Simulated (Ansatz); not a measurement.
## Cu(111) film, 5 layers, flat: channels in plane against thickness

How does quantum confinement change the conductance of Cu(111) film, 5 layers, flat and thicker films?

Method: Ansatz plane-wave DFT, PBE, PAW files; ballistic transport by layer matching (Landauer), zero bias; PAW set soft_1, in Ansatz 0.2.0.

## (1) The starting structure

The cell holds 10 atoms: 10 Cu. Its edges and angles: a = 19.348 Å, b = 2.556 Å, c = 4.427 Å, α = 90.0°, β = 90.0°, γ = 90.0°. It derives from Cu. Vacuum lies along a. The structure's axis is c.

Coordinates:

```cif
data_structure
_symmetry_space_group_name_H-M 'P 1'
_symmetry_Int_Tables_number 1
_cell_length_a 19.3484
_cell_length_b 2.5562
_cell_length_c 4.4274
_cell_angle_alpha 90.000
_cell_angle_beta 90.000
_cell_angle_gamma 90.000
_cell_volume 218.97
loop_
_atom_site_label
_atom_site_type_symbol
_atom_site_fract_x
_atom_site_fract_y
_atom_site_fract_z
_atom_site_occupancy
Cu1 Cu 0.23258 0.00000 0.00000 1
Cu2 Cu 0.23258 0.50000 0.50000 1
Cu3 Cu 0.34045 0.00000 0.33333 1
Cu4 Cu 0.34045 0.50000 0.83333 1
Cu5 Cu 0.44832 0.00000 0.66667 1
Cu6 Cu 0.44832 0.50000 0.16667 1
Cu7 Cu 0.55619 0.00000 0.00000 1
Cu8 Cu 0.55619 0.50000 0.50000 1
Cu9 Cu 0.66405 0.00000 0.33333 1
Cu10 Cu 0.66405 0.50000 0.83333 1
```

## (2) With 5 layers

Vacuum lies along the first vector, which takes one k-point, and the current runs in the film's plane. One period is a perfect wire, so its channels are the result. Energies from -0.27 to 0.27 eV in steps of 0.036 eV cover the slope of the Fermi function at 300 K, so the program can form a conductance.

Input file input.yaml:

```yaml
crystal:
  lattice:
    - [19.3483925164, 0.0, 0.0]
    - [0.0, 2.5561627297, 0.0]
    - [0.0, 0.0, 4.4274037203]
  atoms:
    - { symbol: Cu, position: [0.2325774607, 0.0, 0.0] }
    - { symbol: Cu, position: [0.2325774607, 0.5, 0.5] }
    - { symbol: Cu, position: [0.3404467903, 0.0, 0.3333333333] }
    - { symbol: Cu, position: [0.3404467903, 0.5, 0.8333333333] }
    - { symbol: Cu, position: [0.4483161198, 0.0, 0.6666666667] }
    - { symbol: Cu, position: [0.4483161198, 0.5, 0.1666666667] }
    - { symbol: Cu, position: [0.5561854494, 0.0, 0.0] }
    - { symbol: Cu, position: [0.5561854494, 0.5, 0.5] }
    - { symbol: Cu, position: [0.664054779, 0.0, 0.3333333333] }
    - { symbol: Cu, position: [0.664054779, 0.5, 0.8333333333] }
kpoints:
  mp_grid: { grid: [1, 16, 10] }
hamiltonian:
  xc: pbe
  pseudopotentials: { kind: paw, azcp: { folder: soft_1 } }
scf:
  occupations: { method: fermi_dirac, width: 0.1 }
output:
  transmission:
    leads: [[0, 0]]
    kmesh: [1, 36]
    e_range: [-0.27, 0.27]
    de: 0.036
```

Launch:

```console
> ansatz run input.yaml --threads 4 --pin off --max-ram 8192MiB --backend cpu --events-out ev --progress --plain --runs-dir out
```

Numbers of over 12 decimals in the logs are rounded to 6 here.

The program printed:

```text
Engine: ansatz 0.2.0, aarch64-unknown-linux-gnu
Pseudopotentials: kind: paw
Pseudopotential: Cu, paw, valence charge 19, recommended cutoff 420 eV (normal), soft_1/Cu.paw.azcp
Functional definition: PBE
  parameter kappa = 0.804
  parameter beta = 0.066725
  exchange = pbe_x(kappa = kappa, mu = beta*pi^2/3)
  correlation = pbe_c(beta = beta)
Crystal: 10 atoms, lattice volume = 218.969 Å³
Basis set: ecut = 420 eV, 4347 PW (Γ)
Bands: 114, of which v1, the nominal top of the filled ones, is band 95 counted from 1 (94 counted from 0)
Symmetry: 8 space group operations
Space group: P-3m1 (ITA 164), of the structure as read, at distance tolerance 6.0e-5 Å
k-points: 54 of 160
Non-local potential: Cu, projectors of the file, l = 0: 3, l = 1: 2, l = 2: 3, l = 3: 1
PAW form: soft (Blöchl's): semilocal exchange-correlation on the pseudo side does not see the compensation charge
PAW one-centre angular grid: Cu, 590 points (default); XC on 64 Gauss nodes
Initial density: superposition of atomic densities (neutral atoms: chi_scale 0, normalization atom)
Initial wavefunctions: pseudopotential atomic-orbital guess
Functional: x = pbe(κ = 0.804, μ = 0.219515), c = pbe(β = 0.066725)
SCF iter   1: F=—  HF=-66258.443833 eV  |F-HF|=—  |Δ(HF+E_count)|=         —  Δρ=1.91e-1  dr2=4.84e1  ethr=3.10e-3  ⟨swp⟩=6.0  Hψ=23481  notcnv=0  defer=121
preconditioner: auto → LDOS  [metal: Δε(μ)=0.017 eV  Ē_g=7.875 eV  σ=0.100 eV  W_gap=0.04  n_scr=56 (ndim 8)  ℏωp=26.3 eV  f_vac=0.427  D(μ)=4.86/eV (n_scr^D=30)  β→1.0]
SCF iter   2: F=—  HF=-66314.379928 eV  |F-HF|=—  |Δ(HF+E_count)|=    5.59e1  Δρ=3.97e-1  dr2=1.88e2  ethr=3.10e-3  ⟨swp⟩=4.0  Hψ=20068  notcnv=0  defer=418  recentre
SCF iter   3: F=—  HF=-66250.641525 eV  |F-HF|=—  |Δ(HF+E_count)|=    6.37e1  Δρ=5.04e-2  dr2=3.78e0  ethr=3.10e-3  ⟨swp⟩=4.0  Hψ=16702  notcnv=0  defer=458
SCF iter   4: F=—  HF=-66250.129810 eV  |F-HF|=—  |Δ(HF+E_count)|=   5.12e-1  Δρ=2.30e-2  dr2=6.41e-1  ethr=1.99e-3  ⟨swp⟩=2.1  Hψ=10534  notcnv=0  defer=424
SCF iter   5: F=—  HF=-66250.001001 eV  |F-HF|=—  |Δ(HF+E_count)|=   1.29e-1  Δρ=6.07e-3  dr2=6.59e-2  ethr=3.38e-4  ⟨swp⟩=2.0  Hψ=10416  notcnv=0  defer=428
SCF iter   6: F=—  HF=-66250.003830 eV  |F-HF|=—  |Δ(HF+E_count)|=   2.83e-3  Δρ=1.85e-3  dr2=7.69e-3  ethr=3.47e-5  ⟨swp⟩=2.0  Hψ=8789  notcnv=0  defer=428
SCF iter   7: F=—  HF=-66250.005273 eV  |F-HF|=—  |Δ(HF+E_count)|=   1.44e-3  Δρ=5.91e-4  dr2=7.26e-4  ethr=4.05e-6  ⟨swp⟩=2.0  Hψ=8790  notcnv=0  defer=428
SCF iter   8: F=—  HF=-66250.005982 eV  |F-HF|=—  |Δ(HF+E_count)|=   7.08e-4  Δρ=3.33e-4  dr2=3.04e-4  ethr=3.82e-7  ⟨swp⟩=2.2  Hψ=9017  notcnv=0  defer=428
SCF iter   9: F=—  HF=-66250.005977 eV  |F-HF|=—  |Δ(HF+E_count)|=   4.35e-6  Δρ=1.51e-4  dr2=9.42e-5  ethr=1.60e-7  ⟨swp⟩=2.0  Hψ=6516  notcnv=0  defer=428
SCF iter  10: F=—  HF=-66250.006039 eV  |F-HF|=—  |Δ(HF+E_count)|=   6.16e-5  Δρ=3.57e-5  dr2=4.57e-6  ethr=4.96e-8  ⟨swp⟩=1.9  Hψ=7938  notcnv=0  defer=428
SCF iter  11: F=-66250.006040 eV  HF=-66250.006040 eV  |F-HF|=1.40e-7  |Δ(HF+E_count)|=   9.43e-7  Δρ=6.48e-6  dr2=4.44e-8  ethr=5.26e-11  ⟨swp⟩=10.6  Hψ=29054  notcnv=0
SCF 1 converged in 11 iterations: F = -66250.006040 eV  dr2 = 4.44e-8
  greatest PAW one-centre occupation: 1.000 electrons in one spin orbital (limit 2), on the Cu atom at site 9 (counted from 0), in its partial waves of l = 0
transmission: 12 of 114 steps passed
transmission: 24 of 114 steps passed
[...]
transmission: 114 of 114 steps passed
SCF converged after 11 iterations
Free energy (F): -66250.006040 eV
Harris-Foulkes:  -66250.006040 eV  (|F-HF|=1.40e-7)
Internal energy: -66249.888164 eV  (E = F + TS)
E sigma→0 (E₀):  -66249.947102 eV
Entropy (-TS):   -0.117876 eV (-11.788 meV/atom)
Fermi energy:    6.654309 eV
--- Per-component energies (eV) ---
  E_band       = -5488.928532
  E_kinetic    = 2613.870467
  E_local      = -250035.908418  (includes V_loc(G=0)·N_el)
  E_nonlocal   = 8911.079681
  E_hartree    = 120669.633902
  E_xc         = -685.056617
  E_vxc        = -884.134413  (∫ρ·V_xc dr)
  E_paw        = -18160.104744  (= ΣΔE_a)
  E_vpaw       = -7433.093646  (= ΣTr[D̂ρ^β])
  E_aug_tail   = 0.009716  (compensation charges beyond the density's cutoff)
  E_ewald      = 70436.587849
  E_smearing   = -0.117876  (= −TS)
  E_closure    = -0.000000  (closes the sum)
  Σ components = -66250.006040   (vs F -66250.006040, Δ=0.00e0)
--- Band table (eV; the first three rows and the last of 54) ---
  k-point 0: bands = [... 91 lower, 5.1706, 5.3519, 5.3543, 5.6682, 6.2644, 6.3479, 7.1401, 7.7056, ... 15 higher]
  k-point 1: bands = [... 91 lower, 5.1512, 5.3179, 5.3221, 5.8050, 5.8639, 6.4634, 6.5801, 7.0932, ... 15 higher]
  k-point 2: bands = [... 91 lower, 5.1454, 5.1707, 5.2224, 5.2356, 5.5868, 6.2450, 6.2620, 7.1159, ... 15 higher]
  k-point 53: bands = [... 91 lower, 6.2645, 7.1402, 7.1402, 7.7059, 7.7059, 8.0695, 8.0695, 8.1828, ... 15 higher]
--- Transmission ---
  basis      : 445 plane waves across, 6 finite elements along
  points     : 19, standing for a mesh of 1 x 36
  filling    : by the input's occupations and mesh, since the crystals that have channels conduct as metals do. If one of these is a semiconductor, that mesh has misplaced its level
  energies   : 16 from -0.270000 to 0.270000 eV about the Fermi level, 0.036000 eV apart; the leads are filled to 0.000000 eV, and channels, transmission and decay are at 0.018000 eV
  crystal 0  : Cu10, at the sites [0, 0], period 4.4274 Å: whole cells are its period
    offset         : up to 0.0000 Å between an atom of the period and one for which it stands
    filled         : 13.3 meV under the level at which it is neutral
    channels       : 3.916667e0 a spin
    conductance    : 6.0330e14 S/m² at 300 K; may be off by some 0.0 % by where its bands' edges are placed, 4.6 % from the k-mesh, 0.5 % from the distance to neutral
    slowest decay  : 0.2402 /Å at (0.0000, 0.5000)
```

Elapsed: 8.4 min, on 4 threads of Arm Neoverse V2, shared host; peak memory 2.5 GiB; 32 min of CPU time.

The column dr2 measures how far the density is from self-consistency, as an energy; F and HF (Harris–Foulkes) agree once it is small.

This step gave:

```
free energy                                : -66250.0060 eV
energy at zero smearing                    : -66249.9471 eV
Fermi energy                               : 6.654 eV
cell area                                  : 49.46 Å²
estimated errors of the lead's conductance : 0, 4.6, 0.5 % (band edges, k-mesh, distance from neutral)
lead conductance per cell                  : 3.851 G₀
```

Per spin. Table of open channels, zone mean, lead by energy, zero at the Fermi level:

```tsv
energy (eV)	open channels, zone mean, lead
-0.270	3.75
-0.234	3.75
-0.198	3.81
-0.162	3.75
-0.126	3.69
-0.090	3.75
-0.054	3.81
-0.018	3.81
0.018	3.92
0.054	3.97
0.090	3.92
0.126	3.86
0.162	3.92
0.198	4.03
0.234	3.97
0.270	3.97
```

The program's largest error estimate for it is 4.6 %, from the k-mesh.

## (3) With 6 layers, thickness 12.523 A

The film grows to 6 layers.

System of this step: Cu(111) film, 6 layers, flat. The cell holds 12 atoms: 12 Cu. Cell: a = 21.435 Å, b = 2.556 Å, c = 4.427 Å, α = 90.0°, β = 90.0°, γ = 90.0°. It derives from Cu. Vacuum lies along a. The structure's axis is c.

input.yaml, the sections that differ from step 2:

```yaml
crystal:
  lattice:
    - [21.4354906455, 0.0, 0.0]
    - [0.0, 2.5561627297, 0.0]
    - [0.0, 0.0, 4.4274037203]
  atoms:
    - { symbol: Cu, position: [0.2099322136, 0.0, 0.0] }
    - { symbol: Cu, position: [0.2099322136, 0.5, 0.5] }
    - { symbol: Cu, position: [0.3072986869, 0.0, 0.3333333333] }
    - { symbol: Cu, position: [0.3072986869, 0.5, 0.8333333333] }
    - { symbol: Cu, position: [0.4046651603, 0.0, 0.6666666667] }
    - { symbol: Cu, position: [0.4046651603, 0.5, 0.1666666667] }
    - { symbol: Cu, position: [0.5020316337, 0.0, 0.0] }
    - { symbol: Cu, position: [0.5020316337, 0.5, 0.5] }
    - { symbol: Cu, position: [0.599398107, 0.0, 0.3333333333] }
    - { symbol: Cu, position: [0.599398107, 0.5, 0.8333333333] }
    - { symbol: Cu, position: [0.6967645804, 0.0, 0.6666666667] }
    - { symbol: Cu, position: [0.6967645804, 0.5, 0.1666666667] }
# kpoints, hamiltonian, scf, output: as in step 2
```

The program printed:

```text
[...]
Crystal: 12 atoms, lattice volume = 242.589 Å³
Basis set: ecut = 420 eV, 4813 PW (Γ)
Bands: 137, of which v1, the nominal top of the filled ones, is band 114 counted from 1 (113 counted from 0)
[... 1 set-up line as in the run before ...]
[...]
k-points: 54 of 160
[...]
--- Transmission ---
  basis      : 487 plane waves across, 6 finite elements along
  points     : 19, standing for a mesh of 1 x 36
[...]
crystal 0  : Cu12, at the sites [0, 0], period 4.4274 Å: whole cells are its period
[...]
filled         : 20.9 meV under the level at which it is neutral
    channels       : 4.500000e0 a spin
[...]
slowest decay  : 0.0976 /Å at (0.0000, 0.5000)
[key lines of the parts left out:]
SCF converged after 11 iterations
Free energy (F): -79500.393721 eV
Fermi energy:    7.601703 eV
```

Elapsed: 13 min, on 4 threads; peak memory 3.1 GiB.

Numbers from this step:

- free energy: -79500.3937 eV
- energy at zero smearing: -79500.3318 eV
- Fermi energy: 7.602 eV
- cell area: 54.79 Å²
- estimated errors of the lead's conductance: 0, 4.1, 0.6 % (band edges, k-mesh, distance from neutral)
- lead conductance per cell: 4.553 G₀

Per spin. The open channels, zone mean, lead by energy, zero at the Fermi level:

```tsv
energy (eV)	open channels, zone mean, lead
-0.270	4.39
-0.234	4.44
-0.198	4.39
-0.162	4.44
-0.126	4.5
-0.090	4.5
-0.054	4.5
-0.018	4.56
0.018	4.5
0.054	4.67
0.090	4.78
0.126	4.78
0.162	4.78
0.198	4.78
0.234	4.78
0.270	4.69
```

The lead conductance per cell is 4.55 G₀, 18 % over the 3.85 G₀ of the last finished run.

## (4) With 7 layers, thickness 14.61 A

The film grows to 7 layers.

System of this step: Cu(111) film, 7 layers, flat. The cell holds 14 atoms: 14 Cu. Its edges and angles: a = 23.523 Å, b = 2.556 Å, c = 4.427 Å, α = 90.0°, β = 90.0°, γ = 90.0°. It derives from Cu. Vacuum lies along a. The structure's axis is c.

input.yaml, the sections that differ from step 3:

```yaml
crystal:
  lattice:
    - [23.5225887747, 0.0, 0.0]
    - [0.0, 2.5561627297, 0.0]
    - [0.0, 0.0, 4.4274037203]
  atoms:
    - { symbol: Cu, position: [0.1913054742, 0.0, 0.0] }
    - { symbol: Cu, position: [0.1913054742, 0.5, 0.5] }
    - { symbol: Cu, position: [0.2800328736, 0.0, 0.3333333333] }
    - { symbol: Cu, position: [0.2800328736, 0.5, 0.8333333333] }
    - { symbol: Cu, position: [0.368760273, 0.0, 0.6666666667] }
    - { symbol: Cu, position: [0.368760273, 0.5, 0.1666666667] }
    - { symbol: Cu, position: [0.4574876724, 0.0, 0.0] }
    - { symbol: Cu, position: [0.4574876724, 0.5, 0.5] }
    - { symbol: Cu, position: [0.5462150718, 0.0, 0.3333333333] }
    - { symbol: Cu, position: [0.5462150718, 0.5, 0.8333333333] }
    - { symbol: Cu, position: [0.6349424712, 0.0, 0.6666666667] }
    - { symbol: Cu, position: [0.6349424712, 0.5, 0.1666666667] }
    - { symbol: Cu, position: [0.7236698706, 0.0, 0.0] }
    - { symbol: Cu, position: [0.7236698706, 0.5, 0.5] }
# kpoints, hamiltonian, scf, output: as in step 3
```

The program printed:

```text
[...]
Crystal: 14 atoms, lattice volume = 266.209 Å³
Basis set: ecut = 420 eV, 5233 PW (Γ)
Bands: 160, of which v1, the nominal top of the filled ones, is band 133 counted from 1 (132 counted from 0)
[... 1 set-up line as in the run before ...]
[...]
k-points: 54 of 160
[...]
k-point 53: bands = [... 129 lower, 8.4584, 9.0162, 9.0162, 9.3856, 9.3856, 9.6292, 9.6292, 9.8405, ... 23 higher]
--- Transmission ---
  basis      : 535 plane waves across, 6 finite elements along
  points     : 19, standing for a mesh of 1 x 36
[...]
crystal 0  : Cu14, at the sites [0, 0], period 4.4274 Å: whole cells are its period
[...]
filled         : 1.7 meV under the level at which it is neutral
    channels       : 5.416667e0 a spin
[...]
[key lines of the parts left out:]
SCF converged after 12 iterations
Free energy (F): -92750.755991 eV
Fermi energy:    8.379009 eV
```

It took 19 min on 4 threads; peak memory 3.8 GiB.

This step gave:

- free energy: -92750.7560 eV
- energy at zero smearing: -92750.6753 eV
- Fermi energy: 8.379 eV
- cell area: 60.13 Å²
- estimated errors of the lead's conductance: 0, 4.1, 0 % (band edges, k-mesh, distance from neutral)
- lead conductance per cell: 5.382 G₀

Per spin. The open channels, zone mean, lead by energy, zero at the Fermi level:

```tsv
energy (eV)	open channels, zone mean, lead
-0.270	5.08
-0.234	5.03
-0.198	5.03
-0.162	5.19
-0.126	5.25
-0.090	5.31
-0.054	5.31
-0.018	5.42
0.018	5.42
0.054	5.42
0.090	5.33
0.126	5.33
0.162	5.33
0.198	5.39
0.234	5.39
0.270	5.28
```

The lead conductance per cell is 5.38 G₀, 18 % over the 4.55 G₀ of the last finished run.

## (5) The ladder

Times are for 4 threads of Arm Neoverse V2, shared host. The runs compared:

```tsv
no.	layers	lead conductance per cell (G₀)	time	memory (GiB)
1	5	3.851	8.4 min	2.5
2	6	4.553	13 min	3.1
3	7	5.382	19 min	3.8
```

The runs together. Open channels, zone mean against energy, zero at the Fermi level:

```tsv
energy (eV)	5	6	7
-0.270	3.75	4.39	5.08
-0.234	3.75	4.44	5.03
-0.198	3.81	4.39	5.03
-0.162	3.75	4.44	5.19
-0.126	3.69	4.5	5.25
-0.090	3.75	4.5	5.31
-0.054	3.81	4.5	5.31
-0.018	3.81	4.56	5.42
0.018	3.92	4.5	5.42
0.054	3.97	4.67	5.42
0.090	3.92	4.78	5.33
0.126	3.86	4.78	5.33
0.162	3.92	4.78	5.33
0.198	4.03	4.78	5.39
0.234	3.97	4.78	5.39
0.270	3.97	4.69	5.28
```

## (6) Results

```
conductance per cell, 5 layers : 3.85 G₀
conductance per cell, 6 layers : 4.55 G₀
conductance per cell, 7 layers : 5.38 G₀
```

**Reading.** The conductance per cell width goes from 3.85 G0 at 5 to 5.38 G0 at 7 layers. Over the film's own cross-section (layers × spacing × width) the conductance runs from 1.1 to 1.1×10¹⁵ S/m²; that nominal section leaves out the charge that spills into the vacuum, which flatters the thinnest films. The gains from one thickness to the next are 0.70 and 0.83 G0 per added layer; their spread isn't beyond the error estimates. The film repeats perfectly along the current, so nothing scatters; its faces are clean and not relaxed.

[Logs are printed without paths, hosts, clocks, repeated set-up lines and the standing remarks that a program may print on its own settings, such as how far it seeks lower states.]

[Hosts, paths, dates, database ids (printed as entryN), source tags and the programs' standing remarks are cut or masked in the printed files.]
